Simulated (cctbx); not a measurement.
**Resonant diffraction in Ba3TiSbAs2**

Space group Pnma (no. 62), a = 14.0500 Å, b = 20.5180 Å, c = 7.1220 Å, α = 90.00°, β = 90.00°, γ = 90.00°.

| atom | mult. | x | y | z | Ueq (Å²) |
| --- | --- | --- | --- | --- | --- |
| Ba1 | 8 | 0.0062 | 0.4229 | 0.7743 | 0.0195 |
| Ba2 | 8 | 0.7363 | 0.4271 | 0.1991 | 0.0143 |
| Ba3 | 4 | 0.7341 | 1/4 | 0.7928 | 0.0069 |
| Ba4 | 4 | 0.0163 | 1/4 | 0.1772 | 0.0094 |
| Sb1 | 8 | 0.5174 | 0.9107 | 0.7687 | 0.0114 |
| As1 | 8 | 0.7603 | 0.0937 | 0.6930 | 0.0159 |
| As2 | 4 | 0.7646 | 1/4 | 0.2971 | 0.0115 |
| As3 | 4 | 0.9786 | 1/4 | 0.6806 | 0.0204 |
| Ti1 | 8 | 0.6268 | 0.6621 | 0.9806 | 0.0151 |

The model is made up (kin elements in a known structure type, no relaxation), so it says nothing on whether the phase exists.

Calculated with cctbx: free-atom f′ and f″ from the Sasaki tables, no fine structure; amplitudes in electrons.

| E (eV) | F 0 3 1 | F 1 1 1 | F 2 0 1 | F 0 4 0 |
| --- | --- | --- | --- | --- |
| 11267 | 159.1 | 82.1 | 32.9 | 107.9 |
| 11617 | 165.0 | 79.6 | 33.8 | 109.7 |
| 11747 | 170.0 | 77.6 | 34.7 | 111.2 |
| 11807 | 175.2 | 75.5 | 35.5 | 112.8 |
| 11837 | 180.5 | 73.4 | 36.3 | 114.4 |
| 11852 | 185.8 | 71.4 | 37.2 | 116.0 |
| 11859 | 190.6 | 69.5 | 38.0 | 117.5 |
| 11863 | 195.7 | 67.5 | 38.8 | 119.0 |
| 11871 | 196.6 | 67.1 | 39.1 | 119.5 |
| 11875 | 190.4 | 69.5 | 38.1 | 117.7 |
| 11882 | 185.1 | 71.5 | 37.2 | 116.0 |
| 11897 | 179.3 | 73.8 | 36.3 | 114.3 |
| 11927 | 173.5 | 76.0 | 35.3 | 112.5 |
| 12017 | 165.7 | 79.0 | 34.0 | 110.1 |
| 12267 | 157.1 | 82.2 | 32.6 | 107.4 |

**Question.** Which edge is crossed, and why do the reflections move as they do?

The K edge of As. The edge is at 11867 eV. f′ of As falls from -4.2 e at 11747 eV to -7.6 e at 4 eV below it, and f″ steps from 0.50 to 3.86 e across it. Over that approach |F| changes by +15 % (0 3 1), -13 % (1 1 1), +12 % (2 0 1) and +7 % (0 4 0): a reflection falls where As scatters in phase with the total and rises where it scatters against it; it hardly moves where the As term is small or cancels by symmetry. Above the edge the larger f″ enters the imaginary part, where it can add to or cancel the other atoms' f″. The structure is centrosymmetric, so Friedel mates stay equal.
